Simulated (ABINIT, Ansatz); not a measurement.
# A GW chain in ABINIT: SrTiO3 (Tausonite), part 2 of 2

Wanted: ground state, empty states, screening and self-energy for SrTiO3 (Tausonite).

ABINIT 10.8.3; PBE and many-body steps on it, plane waves. Known limits of the many-body steps: not at the basis limit; no spin-orbit coupling; coarse k mesh.

So far. Step 3 (Empty states on the mesh, 4×4×4 mesh, 562 bands): On this mesh the gap is 1.908 eV. Step 4 (Screening, 4×4×4 mesh, 554 bands, screening to 326.5 eV): Local fields lower ε∞ by 6 %. On a Γ-centred mesh this coarse the value itself is usually too large, while a short band sum pulls it down.

## (5) Self-energy, 4×4×4 mesh, 554 bands, screening to 326.5 eV

The self-energy is evaluated for the states that the input lists, and the levels follow from it, in one-shot runs by the linearised quasiparticle equation.

This step: G0W0 on PBE, plane waves, norm-conserving pseudopotentials.

Input file run.abi:

```
acell 3*1.0 Angstrom
rprim 
  3.905280000000 0.000000000000 0.000000000000
  0.000000000000 3.905280000000 0.000000000000
  0.000000000000 0.000000000000 3.905280000000
ntypat 3
znucl 38 22 8
natom 5
typat 1 2 3 3 3
xred 
  0.500000000000 0.500000000000 0.500000000000
  0.000000000000 0.000000000000 0.000000000000
  0.500000000000 0.000000000000 0.000000000000
  0.000000000000 0.500000000000 0.000000000000
  0.000000000000 0.000000000000 0.500000000000
pp_dirpath "pseudos"
pseudos "Sr.upf, Ti.upf, O.upf"
ecut 38
ngkpt 4 4 4
nshiftk 1
shiftk 0 0 0
kptopt 1
chksymbreak 0
istwfk *1
occopt 1
irdwfk 1
optdriver 4
nband 554
gwcalctyp 0
ecutsigx 38
symsigma 1
nkptgw 2
kptgw 
  0.5000000000 0.5000000000 0.5000000000
  0.0000000000 0.0000000000 0.0000000000
bdgw 
  18 23
  18 23
ecuteps 12
irdscr 1
ppmodel 1
indata_prefix "in"
outdata_prefix "out"
tmpdata_prefix "tmp"
```

The run is started by

```sh
> OMP_NUM_THREADS=1 mpirun -n 8 abinit run.abi > log
```

Numbers of over 12 decimals in the logs are rounded to 6 here.

Output:

```text
.Version 10.8.3 of ABINIT. v10.8.2 released Aug 2026.

 Symmetries : space group Pm -3 m (#221); Bravais cP (primitive cubic)
[... echo of the input left out ...]
== DATASET  1 ==================================================================
-   mpi_nproc: 8, omp_nthreads: 1 (-1 if OMP is not activated)

--- !DatasetInfo
iteration_state: {dtset: 1, }
dimensions: {natom: 5, nkpt: 10, mband: 554, nsppol: 1, nspinor: 1, nspden: 1, mpw: 4632, }
cutoff_energies: {ecut:  38.0, pawecutdg:  -1.0, }
electrons: {nelect:   4.00000000E+01, charge:   0.00000000E+00, occopt:   1.00000000E+00, tsmear:   1.00000000E-02, }

 SIGMA: Calculation of the GW corrections

 Based on a program developped by R.W. Godby, V. Olevano, G. Onida, and L. Reining.
 Incorporated in ABINIT by V. Olevano, G.-M. Rignanese, and M. Torrent.
.Using double precision arithmetic ; gwpc =  8

[... cell and pseudopotentials left out ...]
--------------------------------------------------------------------------------

 ==== K-mesh for the wavefunctions ====
 Number of points in the irreducible wedge :    10
[... list of points left out ...]
 Together with 48 symmetry operations and time-reversal symmetry
 yields    64 points in the full Brillouin Zone.

 ==== Q-mesh for screening function ====
 Number of points in the irreducible wedge :    10
[... list of points left out ...]
 Together with 48 symmetry operations and time-reversal symmetry
 yields    64 points in the full Brillouin Zone.

 vcoul_init : cutoff-mode = AUXILIARY_FUNCTION
 q-points for optical limit:   1
     1)      0.000010    0.000020    0.000030
 setmesh: FFT mesh size selected  =    45x   45x   45
          total number of points  =        91125

 Number of electrons calculated from density =   40.0000; Expected =   40.0000
 average of density, n =  0.099519
 r_s =    1.3387
 omega_plasma =   30.4305 [eV]

 === KS Band Gaps ===
  >>>> For spin  1
   Minimum direct gap =   2.2628 [eV], located at k-point      :   0.0000  0.0000  0.0000
   Fundamental gap    =   1.9077 [eV], Top of valence bands at :   0.5000  0.5000  0.5000
                                       Bottom of conduction at :   0.0000  0.0000  0.0000
 SIGMA fundamental parameters:
 PLASMON POLE MODEL  1
 number of plane-waves for SigmaX                 4457
 number of plane-waves for SigmaC and W            799
 number of plane-waves for wavefunctions          4457
 number of bands                                   554
 number of independent spin polarizations            1
 number of spinorial components                      1
 number of k-points in IBZ                          10
 number of q-points in IBZ                          10
 number of symmetry operations                      48
 number of k-points in BZ                           64
 number of q-points in BZ                           64
 number of frequencies for dSigma/dE                 9
 frequency step for dSigma/dE [eV]                0.25
 number of omega for Sigma on real axis              0
 max omega for Sigma on real axis  [eV]           0.00
 zcut for avoiding poles [eV]                     0.10

 EPSILON^-1 parameters (SCR file):
 dimension of the eps^-1 matrix on file            799
 dimension of the eps^-1 matrix used               799
 number of plane-waves for wavefunctions          4457
 number of bands                                   554
 number of q-points in IBZ                          10
 number of frequencies                               2
 number of real frequencies                          1
 number of imag frequencies                          1

 matrix elements of self-energy operator (all in [eV])

 Perturbative Calculation

--- !SelfEnergy_ee
iteration_state: {dtset: 1, }
kpoint     : [   0.500,    0.500,    0.500, ]
spin       : 1
KS_gap     :    4.517
QP_gap     :    6.320
Delta_QP_KS:    1.804
data: !SigmaeeData |
     Band     E0 <VxcDFT>   SigX SigC(E0)      Z dSigC/dE  Sig(E)    E-E0       E
       18   6.925 -20.195 -25.189   4.369   0.763  -0.311 -20.672  -0.477   6.448
       19   6.925 -20.195 -25.189   4.369   0.763  -0.311 -20.672  -0.477   6.448
       20   6.925 -20.195 -25.189   4.369   0.763  -0.311 -20.672  -0.477   6.448
       21  11.442 -21.983 -12.959  -7.235   0.742  -0.349 -20.656   1.327  12.769
       22  11.442 -21.983 -12.959  -7.235   0.742  -0.349 -20.656   1.327  12.769
       23  11.442 -21.983 -12.959  -7.235   0.742  -0.349 -20.656   1.327  12.769

--- !SelfEnergy_ee
iteration_state: {dtset: 1, }
kpoint     : [   0.000,    0.000,    0.000, ]
spin       : 1
KS_gap     :    2.263
QP_gap     :    3.831
Delta_QP_KS:    1.568
data: !SigmaeeData |
     Band     E0 <VxcDFT>   SigX SigC(E0)      Z dSigC/dE  Sig(E)    E-E0       E
       18   6.570 -20.542 -25.366   4.165   0.768  -0.302 -21.048  -0.506   6.064
       19   6.570 -20.542 -25.366   4.165   0.768  -0.302 -21.048  -0.506   6.064
       20   6.570 -20.542 -25.366   4.165   0.768  -0.302 -21.048  -0.506   6.064
       21   8.833 -18.883 -11.450  -6.067   0.778  -0.286 -17.821   1.062   9.895
       22   8.833 -18.883 -11.450  -6.067   0.778  -0.286 -17.821   1.062   9.895
       23   8.833 -18.883 -11.450  -6.067   0.778  -0.286 -17.821   1.062   9.895

== END DATASET(S) ==============================================================
================================================================================

 -outvars: echo values of variables after computation  --------
           etotal      0.0000000000E+00
            nband         554
             nkpt          10
          spgroup         221
 [... the other variables as echoed above ...]

 Calculation completed.
```

Run time: 7.2 min. Hardware: 8 MPI ranks of Arm Neoverse N1, shared host; peak memory 7.2 GiB.

This step gave:

```
G0W0 gap on the points computed              : 3.447 eV
starting gap on the mesh                     : 1.908 eV
k of the valence top                         : 0.5, 0.5, 0.5
k of the conduction bottom                   : 0, 0, 0
Z at the valence top                         : 0.763
Z at the conduction bottom                   : 0.778
least direct G0W0 gap on the computed points : 3.831 eV
```

The gap on the mesh goes from 1.91 eV to 3.45 eV, a correction of +1.54 eV.

Limits: finite bands, cutoff and mesh; no spin-orbit coupling; coarse k mesh. v1 is the top filled band, c1 the lowest empty one. The levels before and after the correction (eV, zero at the valence-band top of each column):

```csv
,conduction bottom,valence top
Kohn-Sham,1.91,0.00
G0W0,3.45,0.00
```

```csv
,level,energy (eV)
Kohn-Sham,(0.5 0.5 0.5) v3-v1,0.000
Kohn-Sham,(0.5 0.5 0.5) c1-c3,4.517
Kohn-Sham,Γ v3-v1,-0.355
Kohn-Sham,Γ c1-c3,1.908
G0W0,(0.5 0.5 0.5) v3-v1,0.000
G0W0,(0.5 0.5 0.5) c1-c3,6.321
G0W0,Γ v3-v1,-0.384
G0W0,Γ c1-c3,3.447
```

## (6) Where the time went

Times are wall times on 8 MPI ranks of Arm Neoverse N1, shared host, good to a factor of about two.

```
                    step     time  share  memory (GiB)
            ground state     36 s    2 %          0.69
empty states on the mesh  3.5 min   10 %           9.4
               screening   23 min   67 %           5.3
             self-energy  7.2 min   21 %           7.2
```

## (7) What came out

| Item | Value |
| --- | --- |
| PBE gap | 1.91 eV, indirect |
| G0W0 gap on the mesh | 3.45 eV |
| GW settings | 4×4×4 mesh, 554 bands, screening to 326.5 eV, Godby-Needs plasmon pole |
| known limits | not at the basis limit; no spin-orbit coupling; coarse k mesh |

**Reading.** G0W0 moves the gap on the mesh from 1.91 eV to 3.45 eV (+1.54 eV), with Z of 0.76 and 0.78 at the edges. Local fields lower the RPA ε∞ on this mesh from 6.78 to 6.39; a Γ-centred mesh this coarse tends to raise both, most where the direct gap is narrow, while a short band sum lowers them. Only 2 of the mesh's irreducible points were corrected, so a valley elsewhere could overtake. The dearest step here is «screening». Against experiment, by G0W0@PBE: the direct gap of 3.83 eV lies +0.06 eV from the measured 3.77 eV (direct, 300 K, 2013). An exciton line or allowed optical edge lies below the quasiparticle gap by the binding energy; a forbidden edge can push the onset above it. The calculation has static nuclei and no excitons; a measured gap holds zero-point and thermal motion, which mostly lowers it. Bands and cutoff are finite, so the gap is not at the basis limit. The miss can reach some tenths of an eV and take either sign; the mesh is an error of its own. In the G0W0 run levels were corrected at 2 k points alone, so a gap called «on the mesh» is the least over those, and an edge elsewhere would be missed. The 4×4×4 mesh is coarse for this cell, which bears on the long-range parts of exchange and screening. This is the ideal cubic cell; many perovskites, halides above all, are cubic only on average, and local tilts or off-centring can widen the gap. The many-body steps are scalar-relativistic: spin-orbit coupling is not in them.

[Paths, hosts, dates, memory and timing lines, banners, echoed tables and standing remarks are left out of the program output.]

[Logs are printed without paths, hosts, clocks, repeated set-up lines and the standing remarks that a program may print on its own settings, such as how far it seeks lower states.]

[Runs of the session that timed out or met a known fault of the program may be left out.]

[Hosts, paths, dates, database ids (printed as entryN), source tags and the programs' standing remarks are cut or masked in the printed files.]

[G0W0 gaps are taken among the corrected bands and points alone; a level outside them can change the order at an edge.]

[Where Ansatz stands beside ABINIT at settings called matched, ABINIT's density can come from a denser mesh and the files from another edition; pairs whose starting gaps differed by over 0.03 eV were left out, so agreement reads better than it is.]
